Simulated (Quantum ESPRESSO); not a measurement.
**C (Diamond): phonon deformation potentials, worked out**

Aim: the phonon deformation potentials p and q of C (Diamond), tested on a biaxially strained cell.

Method: DFT LDA, scalar-relativistic, plane waves, PseudoDojo norm-conserving pseudopotentials, in Quantum ESPRESSO 7.5.

## Step 1: The relaxed structure

It takes space group Fd-3m (No. 227, cubic). Conventional cell: a = 3.537 Å, b = 3.537 Å, c = 3.537 Å, α = 90.00°, β = 90.00°, γ = 90.00°. Nearest to C lie 4 C at 1.53 Å.

Structure file:

```
CELL_PARAMETERS angstrom
-1.76874 0.00000 1.76874
0.00000 1.76874 1.76874
-1.76874 1.76874 0.00000
ATOMIC_POSITIONS crystal
C 0.50000 0.50000 0.50000
C 0.25000 0.25000 0.25000
```

This is the cell after its relaxation at this level of theory, not the database cell from which that began.

## Step 2: Uniaxial strain

The relaxed cell is stretched along z alone. This keeps all atoms on sites fixed by symmetry and splits the threefold mode into a singlet, polarised along z, and a doublet. Cutoff 90 Ry, k mesh 12×12×12.

From the response at ε_zz = 0.01:

The log of the run:

```text
[banners, grids, parts of the stress and lines that vanish by symmetry left out]
Program PHONON v.7.5
     Reading xml data from directory:

[...]
Exchange-correlation= PW
                           (   1   4   0   0   0   0   0)
[...]
kinetic-energy cut-off    =      90.0000  Ry
     charge density cut-off    =     360.0000  Ry
     convergence threshold     =      1.0E-18
[...]
Exchange-correlation= PW
                           (   1   4   0   0   0   0   0)
[...]
q = (   0.0000000   0.0000000   0.0000000 )
     17 Sym.Ops. (with q -> -q+G )
     G cutoff =  205.7987  (   8673 G-vectors)     FFT grid: ( 32, 32, 32)
     number of k points=   163
[...]
Mode symmetry, D_4h(4/mmm) point group:
[...]
Representation #   1 mode #   1
[...]
End of self-consistent calculation
     Convergence has been achieved
     Representation #   2 modes #   2   3
[...]
End of self-consistent calculation
     Convergence has been achieved
     Representation #   3 mode #   4
[...]
End of self-consistent calculation
     Convergence has been achieved
     Representation #   4 modes #   5   6
[...]
End of self-consistent calculation
     Convergence has been achieved
[...]
q = (    0.000000000   0.000000000   0.000000000 )
[...]
freq (    1) =      -0.037589 [THz] =      -1.253830 [cm-1]
     freq (    2) =      -0.037293 [THz] =      -1.243948 [cm-1]
     freq (    3) =      -0.037293 [THz] =      -1.243948 [cm-1]
     freq (    4) =      39.094920 [THz] =    1304.066168 [cm-1]
     freq (    5) =      39.290131 [THz] =    1310.577687 [cm-1]
     freq (    6) =      39.290131 [THz] =    1310.577687 [cm-1]
[...]
Mode symmetry, D_4h(4/mmm) point group:
     freq (   1-   1) =         -1.3  [cm-1]   --> A_2u X_4' M_4'  I
     freq (   2-   3) =         -1.2  [cm-1]   --> E_u  X_5' M_5'  I
     freq (   4-   4) =       1304.1  [cm-1]   --> B_2g X_3  M_3   R
     freq (   5-   6) =       1310.6  [cm-1]   --> E_g  X_5  M_5   R

   JOB DONE.
```

| ε_zz | singlet (cm⁻¹) | doublet (cm⁻¹) | σ_zz (GPa) | σ_xx (GPa) |
| --- | --- | --- | --- | --- |
| -0.01 | 1339.14 | 1332.99 | -11.110 | -1.561 |
| -0.005 | 1330.51 | 1327.39 | -5.510 | -0.748 |
| 0 | 1321.78 | 1321.78 | 0.018 | 0.018 |
| 0.005 | 1312.97 | 1316.18 | 5.475 | 0.738 |
| 0.01 | 1304.07 | 1310.58 | 10.861 | 1.412 |

Stress is counted positive in tension.

## Step 3: The fit

To first order ω² − ω₀² = p ε_zz + q (ε_xx + ε_yy) for the mode along z, and likewise for x and y. With ε_zz alone the singlet gives p and the doublet q.

The linear terms of parabolas through ω² are p = -2.65 ω₀² and q = -1.70 ω₀², with ω₀ = 1321.8 cm⁻¹. Those of the stresses are C11 = 1099 GPa and C12 = 149 GPa. Under hydrostatic strain p and q imply γ = −(p + 2q)/(6 ω₀²) = 1.01.

A layer held to an in-plane strain ε and free along z takes ε_zz = −2 (C12/C11) ε = -0.271 ε. To first order the singlet then shifts by (q − p C12/C11) ε / ω₀ = -1767 ε cm⁻¹. For ε = 0.006, ε_zz = -0.00162, the formulas for ω² predict 1311.13 cm⁻¹ for the singlet and 1306.26 cm⁻¹ for the doublet.

## Step 4: A biaxially strained cell

This run was no part of the fit.

The log of the run:

```text
[banners, grids, parts of the stress and lines that vanish by symmetry left out]
[banner, memory and clock lines left out]
Program PHONON v.7.5

[...]
Exchange-correlation= PW
                           (   1   4   0   0   0   0   0)
[...]
kinetic-energy cut-off    =      90.0000  Ry
     charge density cut-off    =     360.0000  Ry
     convergence threshold     =      1.0E-18
[...]
Exchange-correlation= PW
                           (   1   4   0   0   0   0   0)
[...]
q = (   0.0000000   0.0000000   0.0000000 )
     17 Sym.Ops. (with q -> -q+G )
     G cutoff =  204.6474  (   8713 G-vectors)     FFT grid: ( 32, 32, 32)
     number of k points=   163
[...]
Mode symmetry, D_4h(4/mmm) point group:
[...]
Representation #   1 mode #   1
[...]
End of self-consistent calculation
     Convergence has been achieved
     Representation #   2 modes #   2   3
[...]
End of self-consistent calculation
     Convergence has been achieved
     Representation #   3 mode #   4
[...]
End of self-consistent calculation
     Convergence has been achieved
     Representation #   4 modes #   5   6
[...]
End of self-consistent calculation
     Convergence has been achieved
[...]
q = (    0.000000000   0.000000000   0.000000000 )
[...]
freq (    1) =      -0.040209 [THz] =      -1.341230 [cm-1]
     freq (    2) =      -0.040209 [THz] =      -1.341230 [cm-1]
     freq (    3) =      -0.040059 [THz] =      -1.336232 [cm-1]
     freq (    4) =      39.162197 [THz] =    1306.310293 [cm-1]
     freq (    5) =      39.162197 [THz] =    1306.310293 [cm-1]
     freq (    6) =      39.311062 [THz] =    1311.275879 [cm-1]
[...]
Mode symmetry, D_4h(4/mmm) point group:
     freq (   1-   1) =         -1.3  [cm-1]   --> A_2u X_4' M_4'  I
     freq (   2-   3) =         -1.3  [cm-1]   --> E_u  X_5' M_5'  I
     freq (   4-   5) =       1306.3  [cm-1]   --> E_g  X_5  M_5   R
     freq (   6-   6) =       1311.3  [cm-1]   --> B_2g X_3  M_3   R
```

| mode | predicted (cm⁻¹) | run (cm⁻¹) |
| --- | --- | --- |
| singlet | 1311.13 | 1311.28 |
| doublet | 1306.26 | 1306.31 |

The stress along z is 0.012 GPa and that in the plane 7.101 GPa; the unstrained cell carries 0.018 GPa.

## Step 5: Outcome

```json
{
 "p (in units of the squared frequency)": "-2.653",
 "q (same units)": "-1.696",
 "shift of the singlet per unit of biaxial strain": "-1767 cm⁻¹",
 "C11 and C12": "1099 and 149 GPa"
}
```

To first order, one per cent of tensile biaxial strain moves the singlet of C (Diamond) by -17.7 cm⁻¹ and the doublet by -25.7 cm⁻¹; the formulas miss the test run by up to 0.15 cm⁻¹. In backscattering from (001) the mode polarised along z is the one seen in diamond and zinc-blende crystals. The third potential, r, needs shear strain and a relaxation of the atoms, which was not run. These are harmonic values at zero temperature.

[Host names and launcher messages were left out of these logs when they were recorded.]

[Logs are printed without paths, hosts, clocks, repeated set-up lines and the standing remarks that a program may print on its own settings, such as how far it seeks lower states.]

[Hosts, paths, dates, database ids (printed as entryN), source tags and the programs' standing remarks are cut or masked in the printed files.]
